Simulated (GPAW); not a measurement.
# In K-edge XANES of InHO2 (Pnnm)

Aim: the near-edge shape at the In K edge of InHO2 (Pnnm), and what the core hole does to it.

Calculated with GPAW 26.7.0; X-ray absorption from dipole matrix elements to empty bands, plane-wave PAW LDA.

This is a report of a sequence of runs, with most program output left out.

### 1. The starting structure

It takes space group Pnnm (No. 58, orthorhombic). The conventional cell has a = 4.524 Å, b = 5.281 Å, c = 3.289 Å, α = 90.00°, β = 90.00°, γ = 90.00°. Nearest to In lie 6 O at 2.19 Å. Nearest to O lie 1 H at 1.21 Å and 3 In at 2.19 Å. Nearest to H lie 2 O at 1.21 Å. Farther neighbours and most contacts between anions are not listed.

As a file:

```cif
data_structure
_symmetry_space_group_name_H-M 'P 1'
_symmetry_Int_Tables_number 1
_cell_length_a 4.5239
_cell_length_b 5.2806
_cell_length_c 3.2885
_cell_angle_alpha 90.000
_cell_angle_beta 90.000
_cell_angle_gamma 90.000
_cell_volume 78.56
loop_
_atom_site_label
_atom_site_type_symbol
_atom_site_fract_x
_atom_site_fract_y
_atom_site_fract_z
_atom_site_occupancy
In1 In 0.00000 0.00000 0.00000 1
In2 In 0.50000 0.50000 0.50000 1
O3 O 0.77966 0.63063 0.00000 1
O4 O 0.22034 0.36937 0.00000 1
O5 O 0.72034 0.13063 0.50000 1
O6 O 0.27966 0.86937 0.50000 1
H7 H 0.00000 0.50000 0.00000 1
H8 H 0.50000 0.00000 0.50000 1
```

### 2. The field without a hole

A plain self-consistent run shows whether there is a gap, which decides the set-up of the core-hole run.

Contents of scf.py:

```python
import numpy as np
from ase import Atoms
from ase.parallel import parprint, paropen
from gpaw import GPAW, PW, FermiDirac, Mixer, MixerDif, setup_paths
from gpaw.test import gen
setup_paths.insert(0, '.')
gen('In', name='nch1s', xcname='LDA', corehole=(1, 0, 0), write_xml=True)
from gpaw.mpi import world
world.barrier()

atoms = Atoms('In2O4H2',
    cell=[[4.52393272, 0, 0],
     [0, 5.28057867, 0],
     [0, 0, 3.28850539]],
    scaled_positions=[[0, 0, 0],
     [0.5, 0.5, 0.5],
     [0.77965593, 0.63063137, 0],
     [0.22034407, 0.36936863, 0],
     [0.72034407, 0.13063137, 0.5],
     [0.27965593, 0.86936863, 0.5],
     [0, 0.5, 0],
     [0.5, 0, 0.5]],
    pbc=True)
atoms.calc = calc = GPAW(legacy_gpaw=True, mode=PW(500, force_complex_dtype=True), xc='LDA', setups={0: 'nch1s'},
    kpts={'size': (6, 5, 8), 'gamma': True}, occupations=FermiDirac(0.05),
    charge=0, mixer=Mixer(0.1, 5, 50), maxiter=150,
    convergence={'density': 0.0001, 'eigenstates': 1e-6}, txt='scf.txt')
energy = atoms.get_potential_energy() + calc.get_reference_energy()
ef = calc.get_fermi_level()
out = dict(energy=energy, fermi=ef, forces=atoms.get_forces().tolist())
parprint(f'all-electron energy {energy:.4f} eV, Fermi level {ef:.4f} eV')
ev = np.array([[calc.get_eigenvalues(k, s) for k in range(len(calc.get_ibz_k_points()))] for s in range(calc.get_number_of_spins())])
out['homo'], out['lumo'], out['counts'] = ev[ev < ef].max(), ev[ev > ef].min(), sorted(set((ev < ef).sum((0, 2)).tolist()))
out['filled'] = (ev[:, 0] < ef).sum(1).tolist()
import json
with paropen('out.json', 'w') as f:
    json.dump(out, f)
```

Started as:

```sh
OMP_NUM_THREADS=1 mpirun -n 4 gpaw python scf.py
```

Wall time 20 s (4 MPI ranks of Intel Xeon Platinum 8488C (Sapphire Rapids), shared host); peak memory 0.24 GiB; 80 s of CPU time.

The mesh shows a gap of 1.90 eV, so the hole is first treated in a charged cell, without the excited electron.

### 3. Spectrum without a core hole, In atom 1

Without a hole the spectrum is the empty density of states of the right symmetry on the absorber, weighted by matrix elements. It needs only the small cell and serves as the baseline. The data set with a hole of occupation 0 only carries the core orbital.

The absorber has 6 O at 2.19 Å (octahedral, site symmetry 2/m).

Contents of xas.py:

```python
import numpy as np
from ase import Atoms
from ase.parallel import parprint, paropen
from gpaw import GPAW, PW, FermiDirac, Mixer, MixerDif, setup_paths
from gpaw.test import gen
setup_paths.insert(0, '.')
gen('In', name='nch1s', xcname='LDA', corehole=(1, 0, 0), write_xml=True)
from gpaw.mpi import world
world.barrier()

atoms = Atoms('In2O4H2',
    cell=[[4.52393272, 0, 0],
     [0, 5.28057867, 0],
     [0, 0, 3.28850539]],
    scaled_positions=[[0, 0, 0],
     [0.5, 0.5, 0.5],
     [0.77965593, 0.63063137, 0],
     [0.22034407, 0.36936863, 0],
     [0.72034407, 0.13063137, 0.5],
     [0.27965593, 0.86936863, 0.5],
     [0, 0.5, 0],
     [0.5, 0, 0.5]],
    pbc=True)
atoms.calc = calc = GPAW(legacy_gpaw=True, mode=PW(500, force_complex_dtype=True), xc='LDA', setups={0: 'nch1s'},
    kpts={'size': (6, 5, 8), 'gamma': True}, occupations=FermiDirac(0.02),
    charge=0, mixer=Mixer(0.1, 5, 50), maxiter=150,
    convergence={'density': 0.0001, 'eigenstates': 1e-6}, txt='scf.txt')
energy = atoms.get_potential_energy() + calc.get_reference_energy()
ef = calc.get_fermi_level()
out = dict(energy=energy, fermi=ef, forces=atoms.get_forces().tolist())
parprint(f'all-electron energy {energy:.4f} eV, Fermi level {ef:.4f} eV')
ev = np.array([[calc.get_eigenvalues(k, s) for k in range(len(calc.get_ibz_k_points()))] for s in range(calc.get_number_of_spins())])
out['homo'], out['lumo'], out['counts'] = ev[ev < ef].max(), ev[ev > ef].min(), sorted(set((ev < ef).sum((0, 2)).tolist()))
out['filled'] = (ev[:, 0] < ef).sum(1).tolist()

from ase.units import Ha
from gpaw.xas import dipole_matrix_elements
nb = int(calc.get_number_of_electrons() / 2) + 50
top, nb = nb, nb + 8 + nb // 12
nscf = calc.fixed_density(kpts={'size': (4, 4, 6), 'gamma': True}, nbands=nb,
    convergence={'bands': top, 'eigenstates': 5e-3}, maxiter=60, txt='nscf.txt')
cell = atoms.cell.array
ops = [cell.T @ U.T @ np.linalg.inv(cell.T) for U in nscf.wfs.kd.symmetry.op_scc]
filled = [26]  # bands filled in the ground state, by spin
E = np.arange(-25, 34, 0.1)
fwhm = np.interp(E, [4, 25], [7.91, 7.91])
Y, X, zero, highest = 0, 0, 1e9, 1e9
for spin in range(nscf.get_number_of_spins()):
    wfs = nscf.wfs
    mine = wfs.bd.get_slice()  # this rank's bands
    A = dipole_matrix_elements(wfs.setups[0])
    eps = np.zeros((wfs.kd.nibzkpts, nb))
    d = np.zeros((3, A.shape[1], wfs.kd.nibzkpts, nb), complex)
    for kpt in wfs.kpt_u:
        if kpt.s == spin and 0 in kpt.P_ani:
            eps[kpt.k, mine] = kpt.eps_n * Ha
            d[:, :, kpt.k, mine] = (kpt.weight * wfs.nspins / 2) ** 0.5 * np.inner(A, kpt.P_ani[0])
    world.sum(eps)
    world.sum(d)
    T = np.einsum('amkn,bmkn->abkn', d, d.conj()).real
    T = sum(np.einsum('ai,ijkn,bj->abkn', R, T, R) for R in ops) / len(ops)
    empty = np.ones_like(eps, bool) & (np.arange(nb) >= filled[spin])
    zero, highest = min(zero, eps[empty].min()), min(highest, eps[:, top - 1].min())
    lines = [(eps, T, empty)] if spin == 0 else lines + [(eps, T, empty)]
for eps, T, empty in lines:
    f = np.einsum('aakn->akn', T).reshape(3, -1)
    x = eps.ravel() - zero
    w = np.interp(x, E, fwhm) / 2.35482
    g = np.exp(-0.5 * ((E[:, None] - x) / w) ** 2) / (w * (2 * np.pi) ** 0.5)
    Y = Y + (f * empty.ravel()) @ g.T
    X = X + (f * ~empty.ravel()) @ g.T
out.update(E=E.round(2).tolist(), xas=Y.tolist(), xes=X.tolist(), zero=zero, valid=highest - zero, nk=len(eps), nb=nb)
for i in range(0, len(E), 10):
    parprint(f'{E[i]:7.2f}', *(f'{v:10.3e}' for v in Y[:, i]))
import json
with paropen('out.json', 'w') as f:
    json.dump(out, f)
```

Started as:

```sh
OMP_NUM_THREADS=1 mpirun -n 4 gpaw python xas.py
```

Wall time 33 s (4 MPI ranks); peak memory 0.32 GiB.

The In K spectrum, In atom 1, no core hole (energy from the lowest empty level; intensity scaled to a mean of 1 over the first 20 eV; polarised curves are means over the symmetry-equivalent atoms):

```csv
E (eV),isotropic,ε ∥ x,ε ∥ y,ε ∥ z
-2.00,0.03,0.04,0.03,0.02
-1.25,0.05,0.06,0.05,0.04
-0.50,0.08,0.10,0.08,0.06
0.25,0.12,0.15,0.12,0.09
1.00,0.17,0.21,0.18,0.13
1.75,0.24,0.30,0.25,0.18
2.50,0.34,0.40,0.35,0.26
3.25,0.45,0.52,0.46,0.35
4.00,0.57,0.65,0.60,0.47
4.75,0.72,0.80,0.75,0.61
5.50,0.87,0.94,0.90,0.77
6.25,1.03,1.08,1.06,0.95
7.00,1.18,1.21,1.20,1.13
7.75,1.31,1.31,1.32,1.30
8.50,1.42,1.40,1.41,1.46
9.25,1.50,1.45,1.47,1.58
10.00,1.54,1.47,1.49,1.67
10.75,1.55,1.47,1.49,1.70
11.50,1.53,1.44,1.46,1.68
12.25,1.47,1.39,1.41,1.62
13.00,1.40,1.32,1.35,1.52
13.75,1.31,1.25,1.29,1.40
14.50,1.23,1.17,1.24,1.27
15.25,1.14,1.09,1.18,1.15
16.00,1.06,1.02,1.13,1.04
16.75,0.99,0.96,1.07,0.95
17.50,0.94,0.91,1.02,0.88
18.25,0.89,0.87,0.97,0.84
19.00,0.86,0.84,0.92,0.82
19.75,0.83,0.81,0.87,0.80
20.50,0.81,0.79,0.83,0.80
21.25,0.79,0.78,0.78,0.80
22.00,0.77,0.77,0.75,0.79
22.75,0.75,0.76,0.71,0.79
23.50,0.74,0.76,0.69,0.78
24.25,0.73,0.75,0.66,0.77
25.00,0.72,0.74,0.65,0.76
25.75,0.70,0.74,0.64,0.74
26.50,0.69,0.73,0.63,0.71
27.25,0.67,0.71,0.62,0.69
28.00,0.66,0.70,0.62,0.66
28.75,0.64,0.69,0.61,0.63
29.50,0.63,0.67,0.60,0.61
30.25,0.61,0.66,0.60,0.59
31.00,0.60,0.64,0.60,0.57
31.75,0.59,0.63,0.59,0.55
```

Main maxima below 30 eV (height): 10.6 eV (1.55). A K edge sees empty p states on the absorber.

The same matrix elements for filled bands give the In K emission of In atom 1 (ground-state approximation; energy from the lowest empty level, largest value 1):

```csv
E (eV),emission
-24.00,0.03
-23.25,0.04
-22.50,0.05
-21.75,0.06
-21.00,0.07
-20.25,0.08
-19.50,0.09
-18.75,0.10
-18.00,0.10
-17.25,0.09
-16.50,0.09
-15.75,0.08
-15.00,0.08
-14.25,0.08
-13.50,0.09
-12.75,0.11
-12.00,0.15
-11.25,0.20
-10.50,0.27
-9.75,0.36
-9.00,0.46
-8.25,0.58
-7.50,0.70
-6.75,0.82
-6.00,0.91
-5.25,0.97
-4.50,1.00
-3.75,0.98
-3.00,0.92
-2.25,0.83
-1.50,0.71
-0.75,0.59
0.00,0.46
0.75,0.35
1.50,0.25
2.25,0.17
3.00,0.11
```

Emission maxima: -4.4 eV (1.00).

### 4. Reference energy of the supercell

The photon energy needs a difference of total energies, so the cell and mesh of the coming hole run are first run without a hole.

Changes to scf.py since step 2:

```diff
@@ -10,17 +10,25 @@
 
-atoms = Atoms('In2O4H2',
-    cell=[[4.52393272, 0, 0],
-     [0, 5.28057867, 0],
-     [0, 0, 3.28850539]],
+atoms = Atoms('In4O8H4',
+    cell=[[-4.52393272, 0, -3.28850539],
+     [4.52393272, 0, -3.28850539],
+     [0, -5.28057867, -3.28850539]],
     scaled_positions=[[0, 0, 0],
-     [0.5, 0.5, 0.5],
-     [0.77965593, 0.63063137, 0],
-     [0.22034407, 0.36936863, 0],
-     [0.72034407, 0.13063137, 0.5],
-     [0.27965593, 0.86936863, 0.5],
-     [0, 0.5, 0],
-     [0.5, 0, 0.5]],
+     [0.5, 0.5, 0],
+     [0.75, 0.25, 0.5],
+     [0.25, 0.75, 0.5],
+     [0.92548772, 0.70514365, 0.36936863],
+     [0.42548772, 0.20514365, 0.36936863],
+     [0.07451228, 0.29485635, 0.63063137],
+     [0.57451228, 0.79485635, 0.63063137],
+     [0.45514365, 0.17548772, 0.86936863],
+     [0.95514365, 0.67548772, 0.86936863],
+     [0.04485635, 0.32451228, 0.13063137],
+     [0.54485635, 0.82451228, 0.13063137],
+     [0.25, 0.25, 0.5],
+     [0.75, 0.75, 0.5],
+     [0.5, 0, 0],
+     [0, 0.5, 0]],
     pbc=True)
 atoms.calc = calc = GPAW(legacy_gpaw=True, mode=PW(500, force_complex_dtype=True), xc='LDA', setups={0: 'nch1s'},
-    kpts={'size': (6, 5, 8), 'gamma': True}, occupations=FermiDirac(0.05),
+    kpts={'size': (4, 4, 4), 'gamma': True}, occupations=FermiDirac(0.02),
     charge=0, mixer=Mixer(0.1, 5, 50), maxiter=150,
```

Started as:

```sh
OMP_NUM_THREADS=1 mpirun -n 4 gpaw python scf.py
```

It took 39 s on 4 MPI ranks; peak memory 0.32 GiB; 2.6 min of CPU time.

Reference energy: -655704.658 eV with the cores included.

### 5. Spectrum with FCH, In atom 1

The holes are 5.6 Å apart. In GPAW the data set carries the hole's charge, so charge=0 means a charged cell and charge=-1 a neutral one. The excited electron is left out and a uniform background balances the charge. After the field has converged, empty bands are computed with the density fixed and the dipole matrix elements are summed.

Changes to xas.py since step 3:

```diff
@@ -6,3 +6,3 @@
 setup_paths.insert(0, '.')
-gen('In', name='nch1s', xcname='LDA', corehole=(1, 0, 0), write_xml=True)
+gen('In', name='fch1s', xcname='LDA', corehole=(1, 0, 1), write_xml=True)
 from gpaw.mpi import world
@@ -10,17 +10,25 @@
 
-atoms = Atoms('In2O4H2',
-    cell=[[4.52393272, 0, 0],
-     [0, 5.28057867, 0],
-     [0, 0, 3.28850539]],
+atoms = Atoms('In4O8H4',
+    cell=[[-4.52393272, 0, -3.28850539],
+     [4.52393272, 0, -3.28850539],
+     [0, -5.28057867, -3.28850539]],
     scaled_positions=[[0, 0, 0],
-     [0.5, 0.5, 0.5],
-     [0.77965593, 0.63063137, 0],
-     [0.22034407, 0.36936863, 0],
-     [0.72034407, 0.13063137, 0.5],
-     [0.27965593, 0.86936863, 0.5],
-     [0, 0.5, 0],
-     [0.5, 0, 0.5]],
+     [0.5, 0.5, 0],
+     [0.75, 0.25, 0.5],
+     [0.25, 0.75, 0.5],
+     [0.92548772, 0.70514365, 0.36936863],
+     [0.42548772, 0.20514365, 0.36936863],
+     [0.07451228, 0.29485635, 0.63063137],
+     [0.57451228, 0.79485635, 0.63063137],
+     [0.45514365, 0.17548772, 0.86936863],
+     [0.95514365, 0.67548772, 0.86936863],
+     [0.04485635, 0.32451228, 0.13063137],
+     [0.54485635, 0.82451228, 0.13063137],
+     [0.25, 0.25, 0.5],
+     [0.75, 0.75, 0.5],
+     [0.5, 0, 0],
+     [0, 0.5, 0]],
     pbc=True)
-atoms.calc = calc = GPAW(legacy_gpaw=True, mode=PW(500, force_complex_dtype=True), xc='LDA', setups={0: 'nch1s'},
-    kpts={'size': (6, 5, 8), 'gamma': True}, occupations=FermiDirac(0.02),
+atoms.calc = calc = GPAW(legacy_gpaw=True, mode=PW(500, force_complex_dtype=True), xc='LDA', setups={0: 'fch1s'},
+    kpts={'size': (4, 4, 4), 'gamma': True}, occupations=FermiDirac(0.02),
     charge=0, mixer=Mixer(0.1, 5, 50), maxiter=150,
@@ -37,5 +45,5 @@
 from gpaw.xas import dipole_matrix_elements
-nb = int(calc.get_number_of_electrons() / 2) + 50
+nb = int(calc.get_number_of_electrons() / 2) + 96
 top, nb = nb, nb + 8 + nb // 12
-nscf = calc.fixed_density(kpts={'size': (4, 4, 6), 'gamma': True}, nbands=nb,
+nscf = calc.fixed_density(kpts={'size': (4, 4, 4), 'gamma': True}, nbands=nb,
     convergence={'bands': top, 'eigenstates': 5e-3}, maxiter=60, txt='nscf.txt')
@@ -43,4 +51,4 @@
 ops = [cell.T @ U.T @ np.linalg.inv(cell.T) for U in nscf.wfs.kd.symmetry.op_scc]
-filled = [26]  # bands filled in the ground state, by spin
-E = np.arange(-25, 34, 0.1)
+filled = [52]  # bands filled in the ground state, by spin
+E = np.arange(-6, 34, 0.1)
 fwhm = np.interp(E, [4, 25], [7.91, 7.91])
```

Started as:

```sh
OMP_NUM_THREADS=1 mpirun -n 4 gpaw python xas.py
```

It took 1.7 min on 4 MPI ranks; peak memory 0.47 GiB; 6.7 min of CPU time.

The In K spectrum, In atom 1, full core hole (charged cell) (energy from the lowest empty level; intensity scaled to a mean of 1 over the first 20 eV; polarised curves are means over the symmetry-equivalent atoms):

```csv
E (eV),isotropic,ε ∥ x,ε ∥ y,ε ∥ z
-2.0,0.06,0.08,0.06,0.04
-1.5,0.09,0.11,0.09,0.06
-1.0,0.12,0.14,0.12,0.08
-0.5,0.15,0.19,0.16,0.11
0.0,0.20,0.25,0.21,0.15
0.5,0.26,0.32,0.27,0.20
1.0,0.33,0.39,0.34,0.26
1.5,0.41,0.48,0.42,0.33
2.0,0.50,0.58,0.52,0.41
2.5,0.60,0.69,0.62,0.50
3.0,0.71,0.80,0.74,0.60
3.5,0.83,0.91,0.85,0.72
4.0,0.95,1.03,0.97,0.84
4.5,1.06,1.13,1.09,0.97
5.0,1.18,1.23,1.21,1.10
5.5,1.28,1.31,1.31,1.22
6.0,1.37,1.39,1.40,1.34
6.5,1.45,1.44,1.47,1.45
7.0,1.51,1.48,1.52,1.54
7.5,1.55,1.50,1.55,1.62
8.0,1.58,1.50,1.56,1.67
8.5,1.58,1.48,1.55,1.70
9.0,1.56,1.46,1.52,1.71
9.5,1.53,1.42,1.47,1.69
10.0,1.48,1.37,1.42,1.65
10.5,1.42,1.32,1.36,1.59
11.0,1.36,1.26,1.30,1.52
11.5,1.29,1.20,1.23,1.43
12.0,1.21,1.13,1.17,1.34
12.5,1.14,1.07,1.11,1.24
13.0,1.07,1.02,1.05,1.14
13.5,1.00,0.96,1.00,1.05
14.0,0.94,0.91,0.96,0.96
14.5,0.89,0.87,0.93,0.88
15.0,0.84,0.83,0.89,0.81
15.5,0.80,0.79,0.86,0.76
16.0,0.77,0.76,0.84,0.71
16.5,0.74,0.74,0.81,0.68
17.0,0.72,0.72,0.79,0.65
17.5,0.70,0.70,0.77,0.64
18.0,0.69,0.68,0.75,0.63
18.5,0.67,0.67,0.72,0.63
19.0,0.66,0.66,0.70,0.63
19.5,0.66,0.66,0.68,0.63
20.0,0.65,0.65,0.66,0.63
20.5,0.64,0.64,0.64,0.64
21.0,0.63,0.64,0.62,0.64
21.5,0.63,0.64,0.60,0.64
22.0,0.62,0.63,0.59,0.64
22.5,0.61,0.63,0.57,0.63
23.0,0.60,0.62,0.56,0.62
23.5,0.59,0.62,0.54,0.62
24.0,0.59,0.62,0.53,0.61
24.5,0.58,0.61,0.52,0.60
25.0,0.57,0.61,0.52,0.58
25.5,0.56,0.60,0.51,0.57
26.0,0.55,0.59,0.50,0.56
26.5,0.54,0.58,0.50,0.55
27.0,0.54,0.58,0.49,0.54
27.5,0.53,0.57,0.49,0.53
28.0,0.52,0.56,0.49,0.52
28.5,0.52,0.56,0.49,0.51
29.0,0.52,0.55,0.49,0.51
29.5,0.52,0.55,0.50,0.50
30.0,0.52,0.55,0.50,0.50
30.5,0.52,0.55,0.51,0.50
31.0,0.52,0.56,0.52,0.50
31.5,0.53,0.56,0.53,0.50
32.0,0.53,0.57,0.53,0.50
```

Main maxima below 30 eV (height): 8.4 eV (1.58). 

### 6. With and without the hole

Both curves are counted from their own zero, so only the shift of weight within the empty states shows.

```csv
E (eV),no hole,FCH
-2.0,0.03,0.06
-1.0,0.06,0.12
0.0,0.10,0.20
1.0,0.17,0.33
2.0,0.27,0.50
3.0,0.41,0.71
4.0,0.57,0.95
5.0,0.77,1.18
6.0,0.98,1.37
7.0,1.18,1.51
8.0,1.35,1.58
9.0,1.48,1.56
10.0,1.54,1.48
11.0,1.55,1.36
12.0,1.49,1.21
13.0,1.40,1.07
14.0,1.28,0.94
15.0,1.17,0.84
16.0,1.06,0.77
17.0,0.97,0.72
18.0,0.91,0.69
19.0,0.86,0.66
20.0,0.82,0.65
21.0,0.79,0.63
22.0,0.77,0.62
23.0,0.75,0.60
24.0,0.73,0.59
25.0,0.72,0.57
26.0,0.70,0.55
27.0,0.68,0.54
28.0,0.66,0.52
29.0,0.64,0.52
30.0,0.62,0.52
31.0,0.60,0.52
32.0,0.59,0.53
```

With each curve scaled to its own mean, the area from −2 to 6 eV with the hole is 4.7 against 2.8, and the centre of weight from −1 to 20 eV moves by -1.3 eV, while the pattern of peaks shifts by -2.2 eV: the hole pulls the absorber's empty states down.

### 7. What came out

* absorber and edge: In K, atom 1 of the ground-state input (counted from 1)
* surroundings: 6 O at 2.19 Å (octahedral, site symmetry 2/m)
* highest intensity below 24 eV: 8.4 eV above the zero, height 1.58

**Reading.** The In K edge of atom 1, with 6 O at 2.19 Å (octahedral, site symmetry 2/m), has its highest intensity of the first 24 eV at 8.4 eV above the zero, 1.6 times the mean level of the first 20 eV (Gaussian full width 7.91 eV). With each curve scaled to its own mean, the area from −2 to 6 eV with the hole is 4.7 against 2.8, and the centre of weight from −1 to 20 eV moves by -1.3 eV, while the pattern of peaks shifts by -2.2 eV: the hole pulls the absorber's empty states down. At the In K edge of atom 1 polarisation matters most near 10.0 eV, where the curves differ by 0.3 on this scale. The script folds with a Gaussian, whereas the core hole's own line is a Lorentzian, so the onset is too steep and the first peak too high. The holes are only 5.6 Å apart, so the shape is probably not converged with cell size; no larger cell was run here. The structure is a computed Materials Project entry and may be a hypothetical form.

[Logs are printed without paths, hosts, clocks, repeated set-up lines and the standing remarks that a program may print on its own settings, such as how far it seeks lower states.]

[Hosts, paths, dates, database ids (printed as entryN), source tags and the programs' standing remarks are cut or masked in the printed files.]

[Lists of maxima count a maximum above −3 eV only where it reaches 4 % of the highest in the window and stands out from its surroundings by 2 % of it (1.5 % where it reaches 55 %); shoulders and weaker maxima are passed over, and of the rest the first, up to two pre-edge ones and the few strongest are named.]
